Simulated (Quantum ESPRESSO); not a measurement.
## MgS (Niningerite): the optical phonon under strain

Aim: the phonon deformation potentials p and q of MgS (Niningerite), tested on a biaxially strained cell.

Main program and level: Quantum ESPRESSO 7.5; DFT PBE, scalar-relativistic, plane waves, GBRV ultrasoft pseudopotentials.

### 1. The relaxed structure

The structure is cubic, space group Fm-3m (No. 225). The conventional cell has a = 5.228 Å, b = 5.228 Å, c = 5.228 Å, α = 90.00°, β = 90.00°, γ = 90.00°. Nearest to Mg lie 6 S at 2.61 Å. Nearest to S lie 6 Mg at 2.61 Å. Farther neighbours and most contacts between anions are not listed.

Structure file:

```cif
data_structure
_symmetry_space_group_name_H-M 'P 1'
_symmetry_Int_Tables_number 1
_cell_length_a 3.6965
_cell_length_b 3.6965
_cell_length_c 3.6965
_cell_angle_alpha 60.000
_cell_angle_beta 60.000
_cell_angle_gamma 60.000
_cell_volume 35.72
loop_
_atom_site_label
_atom_site_type_symbol
_atom_site_fract_x
_atom_site_fract_y
_atom_site_fract_z
_atom_site_occupancy
Mg1 Mg 0.00000 0.00000 0.00000 1
S2 S 0.50000 0.50000 0.50000 1
```

This is the cell after its relaxation at this level of theory, not the database cell from which that began.

### 2. Uniaxial strain

The relaxed cell is stretched along z alone. This keeps all atoms on sites fixed by symmetry and splits the threefold mode into a singlet, polarised along z, and a doublet. The macroscopic field is left out, so these are transverse modes. Cutoff 55 Ry, k mesh 8×8×8.

From the response at ε_zz = 0.01:

What it wrote:

```text
[banners, grids, parts of the stress and lines that vanish by symmetry left out]
Program PHONON v.7.5
     Reading xml data from directory:

[...]
Exchange-correlation= PBE
                           (   1   4   3   4   0   0   0)
[...]
kinetic-energy cut-off    =      55.0000  Ry
     charge density cut-off    =     440.0000  Ry
     convergence threshold     =      1.0E-18
[...]
Exchange-correlation= PBE
                           (   1   4   3   4   0   0   0)
[...]
q = (   0.0000000   0.0000000   0.0000000 )
     17 Sym.Ops. (with q -> -q+G )
     G cutoff =  549.3175  (  37973 G-vectors)     FFT grid: ( 48, 48, 48)
     G cutoff =  274.6588  (  13443 G-vectors)  smooth grid: ( 36, 36, 36)
     number of k points=    59
[...]
Mode symmetry, D_4h(4/mmm) point group:
[...]
Representation #   1 mode #   1
[...]
End of self-consistent calculation
     Convergence has been achieved
     Representation #   2 mode #   2
[...]
End of self-consistent calculation
     Convergence has been achieved
     Representation #   3 modes #   3   4
[...]
End of self-consistent calculation
     Convergence has been achieved
     Representation #   4 modes #   5   6
[...]
End of self-consistent calculation
     Convergence has been achieved
[...]
q = (    0.000000000   0.000000000   0.000000000 )
[...]
freq (    1) =      -0.090219 [THz] =      -3.009370 [cm-1]
     freq (    2) =      -0.083941 [THz] =      -2.799976 [cm-1]
     freq (    3) =      -0.083941 [THz] =      -2.799976 [cm-1]
     freq (    4) =       6.034962 [THz] =     201.304659 [cm-1]
     freq (    5) =       6.785010 [THz] =     226.323587 [cm-1]
     freq (    6) =       6.785010 [THz] =     226.323587 [cm-1]
[...]
Mode symmetry, D_4h(4/mmm) point group:
     freq (   1-   1) =         -3.0  [cm-1]   --> A_2u X_4' M_4'  I
     freq (   2-   3) =         -2.8  [cm-1]   --> E_u  X_5' M_5'  I
     freq (   4-   4) =        201.3  [cm-1]   --> A_2u X_4' M_4'  I
     freq (   5-   6) =        226.3  [cm-1]   --> E_u  X_5' M_5'  I

   JOB DONE.
```

```tsv
ε_zz	singlet (cm⁻¹)	doublet (cm⁻¹)	σ_zz (GPa)	σ_xx (GPa)
-0.01	248.79	223.46	-1.508	-0.450
-0.005	236.90	224.28	-0.744	-0.235
0	225.03	225.03	-0.026	-0.026
0.005	213.17	225.71	0.651	0.179
0.01	201.30	226.32	1.287	0.380
```

Stress is counted positive in tension.

### 3. The fit

To first order ω² − ω₀² = p ε_zz + q (ε_xx + ε_yy) for the mode along z, and likewise for x and y. With ε_zz alone the singlet gives p and the doublet q.

The linear terms of parabolas through ω² are p = -21.10 ω₀² and q = 1.27 ω₀², with ω₀ = 225.0 cm⁻¹. Those of the stresses are C11 = 140 GPa and C12 = 41 GPa. Under hydrostatic strain p and q imply γ = −(p + 2q)/(6 ω₀²) = 3.09.

A layer held to an in-plane strain ε and free along z takes ε_zz = −2 (C12/C11) ε = -0.594 ε. To first order the singlet then shifts by (q − p C12/C11) ε / ω₀ = 1696 ε cm⁻¹. For ε = 0.006, ε_zz = -0.00356, the formulas for ω² predict 234.98 cm⁻¹ for the singlet and 210.67 cm⁻¹ for the doublet.

### 4. A biaxially strained cell

This run was no part of the fit.

What it wrote:

```text
[banners, grids, parts of the stress and lines that vanish by symmetry left out]
[banner, memory and clock lines left out]
Program PHONON v.7.5

[...]
Exchange-correlation= PBE
                           (   1   4   3   4   0   0   0)
[...]
kinetic-energy cut-off    =      55.0000  Ry
     charge density cut-off    =     440.0000  Ry
     convergence threshold     =      1.0E-18
[...]
Exchange-correlation= PBE
                           (   1   4   3   4   0   0   0)
[...]
q = (   0.0000000   0.0000000   0.0000000 )
     17 Sym.Ops. (with q -> -q+G )
     G cutoff =  545.1921  (  37981 G-vectors)     FFT grid: ( 48, 48, 48)
     G cutoff =  272.5960  (  13451 G-vectors)  smooth grid: ( 36, 36, 36)
     number of k points=    59
[...]
Mode symmetry, D_4h(4/mmm) point group:
[...]
Representation #   1 mode #   1
[...]
End of self-consistent calculation
     Convergence has been achieved
     Representation #   2 mode #   2
[...]
End of self-consistent calculation
     Convergence has been achieved
     Representation #   3 modes #   3   4
[...]
End of self-consistent calculation
     Convergence has been achieved
     Representation #   4 modes #   5   6
[...]
End of self-consistent calculation
     Convergence has been achieved
[...]
q = (    0.000000000   0.000000000   0.000000000 )
[...]
freq (    1) =      -0.081345 [THz] =      -2.713385 [cm-1]
     freq (    2) =      -0.081345 [THz] =      -2.713385 [cm-1]
     freq (    3) =      -0.062162 [THz] =      -2.073495 [cm-1]
     freq (    4) =       6.328072 [THz] =     211.081768 [cm-1]
     freq (    5) =       6.328072 [THz] =     211.081768 [cm-1]
     freq (    6) =       7.047146 [THz] =     235.067483 [cm-1]
[...]
Mode symmetry, D_4h(4/mmm) point group:
     freq (   1-   2) =         -2.7  [cm-1]   --> E_u  X_5' M_5'  I
     freq (   3-   3) =         -2.1  [cm-1]   --> A_2u X_4' M_4'  I
     freq (   4-   5) =        211.1  [cm-1]   --> E_u  X_5' M_5'  I
     freq (   6-   6) =        235.1  [cm-1]   --> A_2u X_4' M_4'  I
```

```tsv
mode	predicted (cm⁻¹)	run (cm⁻¹)
singlet	234.98	235.07
doublet	210.67	211.08
```

The stress along z is -0.030 GPa and that in the plane 0.874 GPa; the unstrained cell carries -0.026 GPa.

### 5. What came out

| Quantity | Value |
| --- | --- |
| p (in units of the squared frequency) | -21.10 |
| q (same units) | 1.270 |
| shift of the singlet per unit of biaxial strain | 1696 cm⁻¹ |
| C11 and C12 | 140 and 41 GPa |

To first order, one per cent of tensile biaxial strain moves the singlet of MgS (Niningerite) by 17.0 cm⁻¹ and the doublet by -23.2 cm⁻¹; the formulas miss the test run by up to 0.41 cm⁻¹. In the rock-salt structure this mode is infrared active and has no first-order Raman line. The third potential, r, needs shear strain, which was not run. These are harmonic values at zero temperature.

[Host names and launcher messages were left out of these logs when they were recorded.]

[Logs are printed without paths, hosts, clocks, repeated set-up lines and the standing remarks that a program may print on its own settings, such as how far it seeks lower states.]

[Hosts, paths, dates, database ids (printed as entryN), source tags and the programs' standing remarks are cut or masked in the printed files.]
